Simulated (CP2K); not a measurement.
Two runs for the Cl L₂,₃ edge of chloroallene. Run A: CP2K XAS_TDP, all-electron GAPW, PBEh(45%), aug-pc-1, TDA, ZORA, spin–orbit coupling. Run B differs in one setting.

First lines with a strength over 0.0003. A:

| atom | energy (eV) | states | strength, one atom |
| --- | --- | --- | --- |
| Cl4 (bonded to C) | 198.69 | 2 | 0.0060 |
|  | 200.21 | 2 | 0.0039 |
|  | 201.12 | 1 | 0.0004 |
|  | 201.66 | 1 | 0.0015 |
|  | 202.17 | 2 | 0.0013 |

B:

| atom | energy (eV) | states | strength, one atom |
| --- | --- | --- | --- |
| Cl4 (bonded to C) | 202.32 | 2 | 0.0056 |
|  | 203.82 | 2 | 0.0040 |
|  | 204.71 | 1 | 0.0004 |
|  | 205.25 | 1 | 0.0015 |
|  | 205.82 | 2 | 0.0012 |

**Question.** Which was it: the functional, GW2X switched on, the basis?

GW2X switched on. GW2X shifts the lines nearly together; each 2p level gets its own shift. The lowest line over the strength cut lies at 202.32 eV, against 198.69 eV (PBEh(45%), aug-pc-1).

[Hosts, paths, dates, database ids (printed as entryN), source tags and the programs' standing remarks are cut or masked in the printed files.]
